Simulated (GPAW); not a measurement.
# CsGeBr3 (R3m): G0W0 on several meshes in GPAW

How does the mesh move the gap of CsGeBr3 (R3m)?

Program: GPAW 26.7.0. Level of theory: LDA and many-body steps on it, plane waves. Results are calculated unless marked as measured.

## 1. The starting structure

It takes space group R3m (No. 160, trigonal). Conventional cell: a = 7.939 Å, b = 7.939 Å, c = 10.005 Å, α = 90.00°, β = 90.00°, γ = 120.00°. Cs has 12 Br at 3.97 to 4.09 Å nearest. Nearest to Ge lie 6 Br at 2.55 to 3.14 Å. Br has 2 Ge at 2.55 to 3.14 Å and 4 Cs at 3.97 to 4.09 Å nearest. Farther neighbours and most contacts between anions are not listed.

Structure file:

```cif
data_structure
_symmetry_space_group_name_H-M 'R3m:H'
_symmetry_Int_Tables_number 160
_cell_length_a 7.9386
_cell_length_b 7.9386
_cell_length_c 10.0049
_cell_angle_alpha 90.000
_cell_angle_beta 90.000
_cell_angle_gamma 120.000
_cell_volume 546.04
loop_
_atom_site_label
_atom_site_type_symbol
_atom_site_symmetry_multiplicity
_atom_site_Wyckoff_symbol
_atom_site_fract_x
_atom_site_fract_y
_atom_site_fract_z
_atom_site_occupancy
Cs1 Cs 3 a 0.33333 0.66667 0.66797 1
Ge1 Ge 3 a 0.33333 0.66667 0.14375 1
Br1 Br 9 b 0.01546 0.50773 0.01320 1
```

The cell and positions are those that the Materials Project relaxed with its own functionals (PBE, PBE+U or r2SCAN), kept fixed. Spin-orbit coupling is left out unless a step names it.

## 2. Empty states on the mesh, 2×2×2 mesh, 622 bands

This step: GPAW 26.7.0; DFT, LDA, plane waves, PAW.

The sums over transitions need many empty states on a uniform mesh; this step solves for them.

The input, run.py:

```python
import json
import numpy as np
from gpaw.mpi import world
from gpaw import GPAW

calc = GPAW('gs.gpw').fixed_density(kpts={'size': (2, 2, 2), 'gamma': True},
    parallel={'domain': 1, 'band': 1},
    txt='nscf.txt')
calc.diagonalize_full_hamiltonian(nbands=622)
calc.write('full.gpw', mode='all')
res = {}
kpts = calc.get_ibz_k_points()
res['kpts'] = kpts
res['eigenvalues'] = [calc.get_eigenvalues(kpt=k) for k in range(len(kpts))]
res['n_electrons'] = calc.get_number_of_electrons()

if world.rank == 0:
    with open('result.json', 'w') as f:
        json.dump(res, f, default=lambda x: x.tolist())
```

Run with:

```
> mpirun -n 4 gpaw python run.py
```

Numbers of over 12 decimals in the logs are rounded to 6 here.

The log of the run:

```text
Diagonalizing LCAO Hamiltonian
Converting LCAO to pw mode
convergence criteria:
- Maximum integral of absolute [eigenst]ate change: 4e-08 eV^2 / valence electron
maximum number of iterations: 100

SCF iterations
|iter     |     time |      energy | eigst |  dens |
|iter:   1|  |             | +0.63 |       |
|iter:   2|  |             | -0.57 |       |
|iter:   3|  |             | -1.56 |       |
[...]
|iter:  22|  |             | -6.87 |       |
|iter:  23|  |             | -7.31 |       |
|iter:  24|  |             | -7.58c|       |
SCF steps: 24
  __  _  _
 | _ |_)|_||  |
 |__||  | ||/\| - 26.7.0

Input parameters:
  mode=PW(ecut=450.000000),
  convergence={'density': 1e-06, 'bands': -3},
  gpts=array([28, 28, 28]),
  kpts=MonkhorstPack(size=(2, 2, 2), gamma=True),
  maxiter=100,
  nbands=25,
  occupations=Occupations(name='fermi-dirac', width=0.001, fixmagmom=False),
  parallel={'domain': 1, 'band': 1},
  xc=XC(name='LDA')
Matrix size: 3929x3929
# Writing to full.gpw (mode='all')
  [... matrices ...]

timing:  # [seconds]
  Total: 52.439  # ━━━━━━━━━━━━━━━━━━━━━━━━━━━━━━━━━━━━━━━━━━━━━━━━━━━━━━━━━━
```

It took 57 s on 4 MPI ranks of Arm Neoverse V2, shared host; peak memory 4.6 GiB.

Numbers from this step:

* gap: 1.102 eV
* k of the valence top: 0.5, 0.5, 0.5
* k of the conduction bottom: 0.5, 0.5, 0.5
* least direct gap: 1.102 eV
* k points computed: 4
* lowest point of the top converged band, above the valence top: 122.3787 eV

On this mesh the gap is 1.102 eV.

## 3. 2×2×2

G0W0 replaces the xc potential by the self-energy, built once from these orbitals. Only a window of levels is corrected, while the sums run over the empty bands that the input names.

This step: G0W0 on LDA, plane waves, PAW.

The input, run.py:

```python
import json
import numpy as np
from gpaw.mpi import world
from gpaw.response.g0w0 import G0W0

gw = G0W0('full.gpw',
    filename='gw',
    kpts=[0, 3],
    bands=(15, 19),
    ecut=39,
    nbands=100,
    integrate_gamma='WS',
    ppa=True)
gw.calculate()
res = {mode: {k: v for k, v in r.items() if k != 'sigma_eskwn'}
       for mode, r in gw.all_results.items()}

if world.rank == 0:
    with open('result.json', 'w') as f:
        json.dump(res, f, default=lambda x: x.tolist())
```

Run with:

```
> mpirun -n 4 gpaw python run.py
```

The log of the run:

```text
Using integrator: PointIntegrator
FrequencyGridDescriptor(from 0.000+0.000j to 0.000+27.211j eV, 2 points)
Nonperiodic BCs:  [False False False]
Using integrator: PointIntegrator
FrequencyGridDescriptor(from 0.000+0.000j to 0.000+27.211j eV, 2 points)
Nonperiodic BCs:  [False False False]
  ___  _ _ _
 |   || | | |
 | | || | | |
 |__ ||_____|
 |___|

BZ k-points: Symmetries present (total): 6

  [... matrices ...]
8 k-points: 2 x 2 x 2 Monkhorst-Pack grid + [1/4,1/4,1/4]
4 k-points in the irreducible part of the Brillouin zone
       k-points in crystal coordinates                weights
   0:     0.00000000    0.00000000    0.00000000          1/8
   1:     0.50000000    0.00000000    0.00000000          3/8
   2:     0.50000000    0.50000000    0.00000000          3/8
   3:     0.50000000    0.50000000    0.50000000          1/8

Distributing spins, k-points and bands (1 x 2 x 4) over 4 processes
Number of blocks: 1

Quasi particle states:
k-points (IBZ indices): [0, 3]
Band range: (15, 19)
  [... matrices ...]
Computational parameters:
Plane wave cut-off: 39 eV
Number of bands: 100
Coulomb cutoff: None
Broadening: 0.1 eV

fxc modes: GW
Kernel: RPA
Using Godby-Needs plasmon-pole approximation:
  Fitting energy: i*E0, E0 = 1.000 Hartree
Summing all q:

Calculating screened Coulomb potential
No Coulomb truncation
FrequencyGridDescriptor(from 0.000+0.000j to 0.000+27.211j eV, 2 points)
Removing empty qpoint cache files...

Calculating chi0 body with:
    Ground state adapter containing:
    Number of spins: 1
    Number of kpoints: 8
    Number of irreducible kpoints: 4
    Number of completely occupied states: 17
    Number of partially occupied states: 17
    Occupied states memory: 5.6943359375 M / cpu

    Linear response parametrization:
    q_c: [0.0, 0.0, 0.0]
    Number of frequency points: 2
    Planewave cutoff: 39.0
    Number of bands: 100
    Number of planewaves: 93
    Broadening (eta): 1e-06
    comm.size: 4
    kncomm.size: 4
    blockcomm.size: 1

    Memory estimate of potentially large arrays:
        chi0_wGG: 0.263947 M / cpu
Integrating chi0 body.

Symmetries of q_c:
    Direct symmetries (Uq -> q): 6
    Indirect symmetries (TUq -> q): 6
In total 12 allowed symmetries.

  [... matrices ...]
4 groups of equivalent kpoints. 50.0% reduction.

Integral kind: response function
Integrating chi0 head and wings.

Symmetries of q_c:
    Direct symmetries (Uq -> q): 6
    Indirect symmetries (TUq -> q): 6
In total 12 allowed symmetries.

  [... matrices ...]
4 groups of equivalent kpoints. 50.0% reduction.

Integral kind: response function wings

Calculating chi0 body with:
    Ground state adapter containing:
    Number of spins: 1
    Number of kpoints: 8
    Number of irreducible kpoints: 4
    Number of completely occupied states: 17
    Number of partially occupied states: 17
    Occupied states memory: 5.6943359375 M / cpu

    Linear response parametrization:
[... the further q-points ...]

Results:
f:      Occupation numbers
eps:     KS-eigenvalues [eV]
vxc:     KS vxc [eV]
exx:     Exact exchange [eV]
sigma:   Self-energies [eV]
dsigma:  Self-energy derivatives
Z:       Renormalization factors
qp:      QP-energies [eV]

k-point 0 (0): (0.000, 0.000, 0.000)                GW
band       f     eps     vxc     exx   sigma  dsigma       Z      qp
                                                                   GW
  15   1.000   0.427 -16.009 -19.467   3.038  -0.269   0.788   0.096
  16   1.000   0.479 -15.890 -19.263   2.972  -0.270   0.787   0.164
  17   0.000   5.326  -8.458  -4.186  -3.360  -0.197   0.836   6.089
  18   0.000   6.299  -7.760  -3.550  -3.259  -0.194   0.837   7.095

k-point 1 (3): (0.500, 0.500, 0.500)                GW
band       f     eps     vxc     exx   sigma  dsigma       Z      qp
                                                                   GW
  15   1.000   0.813 -16.261 -19.779   3.090  -0.268   0.789   0.476
  16   1.000   2.576 -17.043 -18.722   2.025  -0.254   0.797   2.852
  17   0.000   3.679 -12.640  -8.138  -2.995  -0.240   0.807   4.894
  18   0.000   3.899 -12.378  -7.886  -3.031  -0.242   0.805   5.076
```

Run time: 8 s. Hardware: 4 MPI ranks; peak memory 1.2 GiB.

This step gave:

* G0W0 gap on the points computed: 2.042 eV
* least direct G0W0 gap on the computed points: 2.042 eV
* Z at the valence top: 0.7973
* Z at the conduction bottom: 0.8065
* starting gap on the mesh: 1.102 eV
* k of the valence top: 0.5, 0.5, 0.5
* k of the conduction bottom: 0.5, 0.5, 0.5

The gap on the mesh goes from 1.10 eV to 2.04 eV, a correction of +0.94 eV.

## 4. Empty states on the mesh, 4×4×4 mesh, 110 bands

This step: DFT, LDA, plane waves, PAW.

The input, run.py:

```python
import json
import numpy as np
from gpaw.mpi import world
from gpaw import GPAW

calc = GPAW('gs.gpw').fixed_density(kpts={'size': (4, 4, 4), 'gamma': True},
    nbands=128,
    convergence={'bands': 110},
    txt='nscf.txt')
calc.write('full.gpw', mode='all')
res = {}
kpts = calc.get_ibz_k_points()
res['kpts'] = kpts
res['eigenvalues'] = [calc.get_eigenvalues(kpt=k) for k in range(len(kpts))]
res['n_electrons'] = calc.get_number_of_electrons()

if world.rank == 0:
    with open('result.json', 'w') as f:
        json.dump(res, f, default=lambda x: x.tolist())
```

Run with:

```
> mpirun -n 4 gpaw python run.py
```

The log of the run:

```text
Diagonalizing LCAO Hamiltonian
Converting LCAO to pw mode
convergence criteria:
- Maximum integral of absolute [eigenst]ate change: 4e-08 eV^2 / valence electron
maximum number of iterations: 100

SCF iterations
|iter     |     time |      energy | eigst |  dens |
|iter:   1|  |             | +3.85 |       |
|iter:   2|  |             | +2.63 |       |
|iter:   3|  |             | +1.52 |       |
[...]
|iter:  11|  |             | -6.54 |       |
|iter:  12|  |             | -7.01 |       |
|iter:  13|  |             | -7.57c|       |
SCF steps: 13
  __  _  _
 | _ |_)|_||  |
 |__||  | ||/\| - 26.7.0

Input parameters:
  mode=PW(ecut=450.000000),
  convergence={'bands': 110},
  gpts=array([28, 28, 28]),
  kpts=MonkhorstPack(size=(4, 4, 4), gamma=True),
  maxiter=100,
  nbands=128,
  occupations=Occupations(name='fermi-dirac', width=0.001, fixmagmom=False),
  parallel={},
  xc=XC(name='LDA')
# Writing to full.gpw (mode='all')
  [... matrices ...]

timing:  # [seconds]
  Total: 0.056  # ━━━━━━━━━━━━━━━━━━━━━━━━━━━━━━━━━━━━━━━━━━━━━━━━━━━━━━━━━━━
```

The job ended after 44 s (4 MPI ranks; peak memory 0.95 GiB; 2.9 min of CPU time).

Numbers from this step:

```yaml
gap: 1.102 eV
k_of_the_valence_top: 0.5, 0.5, 0.5
k_of_the_conduction_bottom: 0.5, 0.5, 0.5
least_direct_gap: 1.102 eV
k_points_computed: 13
lowest_point_of_the_top_converged_band_above_the_valence_top: 31.68 eV
```

On this mesh the gap is 1.102 eV.

## 5. 4×4×4

This step: G0W0 on LDA, plane waves, PAW.

The input, run.py:

```python
import json
import numpy as np
from gpaw.mpi import world
from gpaw.response.g0w0 import G0W0

gw = G0W0('full.gpw',
    filename='gw',
    kpts=[0, 12],
    bands=(15, 19),
    ecut=39,
    nbands=100,
    integrate_gamma='WS',
    ppa=True)
gw.calculate()
res = {mode: {k: v for k, v in r.items() if k != 'sigma_eskwn'}
       for mode, r in gw.all_results.items()}

if world.rank == 0:
    with open('result.json', 'w') as f:
        json.dump(res, f, default=lambda x: x.tolist())
```

Run with:

```
> mpirun -n 4 gpaw python run.py
```

The log of the run:

```text
Using integrator: PointIntegrator
FrequencyGridDescriptor(from 0.000+0.000j to 0.000+27.211j eV, 2 points)
Nonperiodic BCs:  [False False False]
Using integrator: PointIntegrator
FrequencyGridDescriptor(from 0.000+0.000j to 0.000+27.211j eV, 2 points)
Nonperiodic BCs:  [False False False]
  ___  _ _ _
 |   || | | |
 | | || | | |
 |__ ||_____|
 |___|

BZ k-points: Symmetries present (total): 6

  [... matrices ...]
64 k-points: 4 x 4 x 4 Monkhorst-Pack grid + [1/8,1/8,1/8]
13 k-points in the irreducible part of the Brillouin zone
       k-points in crystal coordinates                weights
   0:     0.00000000    0.00000000    0.00000000          1/64
   1:     0.25000000    0.00000000   -0.25000000          6/64
   2:     0.25000000    0.00000000    0.00000000          6/64
[...]
9:     0.50000000    0.25000000    0.25000000          6/64
          ...
  12:     0.50000000    0.50000000    0.50000000          1/64

Distributing spins, k-points and bands (1 x 2 x 4) over 4 processes
Number of blocks: 1

Quasi particle states:
k-points (IBZ indices): [0, 12]
Band range: (15, 19)
  [... matrices ...]
Computational parameters:
Plane wave cut-off: 39 eV
Number of bands: 100
Coulomb cutoff: None
Broadening: 0.1 eV

fxc modes: GW
Kernel: RPA
Using Godby-Needs plasmon-pole approximation:
  Fitting energy: i*E0, E0 = 1.000 Hartree
Summing all q:

Calculating screened Coulomb potential
No Coulomb truncation
FrequencyGridDescriptor(from 0.000+0.000j to 0.000+27.211j eV, 2 points)
Removing empty qpoint cache files...

Calculating chi0 body with:
    Ground state adapter containing:
    Number of spins: 1
    Number of kpoints: 64
    Number of irreducible kpoints: 13
    Number of completely occupied states: 17
    Number of partially occupied states: 17
[...]
Number of frequency points: 2
    Planewave cutoff: 39.0
    Number of bands: 100
    Number of planewaves: 93
    Broadening (eta): 1e-06
    comm.size: 4
    kncomm.size: 4
    blockcomm.size: 1

    Memory estimate of potentially large arrays:
        chi0_wGG: 0.263947 M / cpu
Integrating chi0 body.

Symmetries of q_c:
    Direct symmetries (Uq -> q): 6
    Indirect symmetries (TUq -> q): 6
In total 12 allowed symmetries.

  [... matrices ...]
13 groups of equivalent kpoints. 79.6875% reduction.

Integral kind: response function
Integrating chi0 head and wings.

Symmetries of q_c:
    Direct symmetries (Uq -> q): 6
    Indirect symmetries (TUq -> q): 6
In total 12 allowed symmetries.

  [... matrices ...]
13 groups of equivalent kpoints. 79.6875% reduction.

Integral kind: response function wings

Calculating chi0 body with:
    Ground state adapter containing:
    Number of spins: 1
    Number of kpoints: 64
    Number of irreducible kpoints: 13
    Number of completely occupied states: 17
    Number of partially occupied states: 17
    Occupied states memory: 5.6943359375 M / cpu

    Linear response parametrization:
[... the further q-points ...]

Results:
f:      Occupation numbers
eps:     KS-eigenvalues [eV]
vxc:     KS vxc [eV]
exx:     Exact exchange [eV]
sigma:   Self-energies [eV]
dsigma:  Self-energy derivatives
Z:       Renormalization factors
qp:      QP-energies [eV]

k-point 0 (0): (0.000, 0.000, 0.000)                GW
band       f     eps     vxc     exx   sigma  dsigma       Z      qp
                                                                   GW
  15   1.000   0.427 -16.009 -19.456   2.934  -0.264   0.791   0.021
  16   1.000   0.479 -15.890 -19.265   2.897  -0.266   0.790   0.102
  17   0.000   5.326  -8.458  -4.227  -3.145  -0.183   0.845   6.244
[...]
k-point 1 (12): (0.500, 0.500, 0.500)                GW
band       f     eps     vxc     exx   sigma  dsigma       Z      qp
                                                                   GW
[...]
17   0.000   3.679 -12.640  -8.548  -2.649  -0.232   0.812   4.850
  18   0.000   3.899 -12.378  -8.260  -2.712  -0.234   0.811   5.039
```

Wall time 69 s (4 MPI ranks); peak memory 1.7 GiB; 4.6 min of CPU time.

This step gave:

* G0W0 gap on the points computed: 1.877 eV
* least direct G0W0 gap on the computed points: 1.877 eV
* Z at the valence top: 0.8032
* Z at the conduction bottom: 0.8120
* starting gap on the mesh: 1.102 eV
* k of the valence top: 0.5, 0.5, 0.5
* k of the conduction bottom: 0.5, 0.5, 0.5

Against G0W0 in GPAW (2×2×2 mesh, 100 bands, screening to 39 eV, Godby-Needs plasmon pole), the gap moves by −0.165 eV.

## 6. The runs together

Times are wall times on 4 MPI ranks of Arm Neoverse V2, shared host, good to a factor of about two.

```tsv
run	mesh	bands	screening cutoff (eV)	DFT gap (eV)	gap on the mesh (eV)	direct (eV)	time
2×2×2	2×2×2	100	39	1.102	2.042	2.042	8 s
4×4×4	4×4×4	100	39	1.102	1.877	1.877	69 s
```

## 7. Results

| Item | Value |
| --- | --- |
| 2×2×2 | 2.042 eV |
| 4×4×4 | 1.877 eV |
| known limits | not at the basis limit; no spin-orbit coupling; coarse k mesh |

In words: 4×4×4: −0.165 eV against 2×2×2. Bands and cutoff are finite, so the gap is not at the basis limit. The miss can reach some tenths of an eV and take either sign; the mesh is an error of its own. These stock PAW sets were not made for GW; the filled d or f shell of Br and Ge lies in the frozen core, which bears on start and correction. In the G0W0 runs levels were corrected at 2 k points alone, so a gap called «on the mesh» is the least over those, and an edge elsewhere would be missed. The 2×2×2 mesh is coarse for this cell, which bears on the long-range parts of exchange and screening. Mesh or cutoff lie under what a gap needs, so these runs test behaviour and cost; their gaps are not to be quoted. The many-body steps are scalar-relativistic: spin-orbit coupling is not in them.

[Paths, hosts, dates, memory and timing lines, banners, echoed tables and standing remarks are left out of the program output.]

[Logs are printed without paths, hosts, clocks, repeated set-up lines and the standing remarks that a program may print on its own settings, such as how far it seeks lower states.]

[Runs of the session that timed out or met a known fault of the program may be left out.]

[Hosts, paths, dates, database ids (printed as entryN), source tags and the programs' standing remarks are cut or masked in the printed files.]
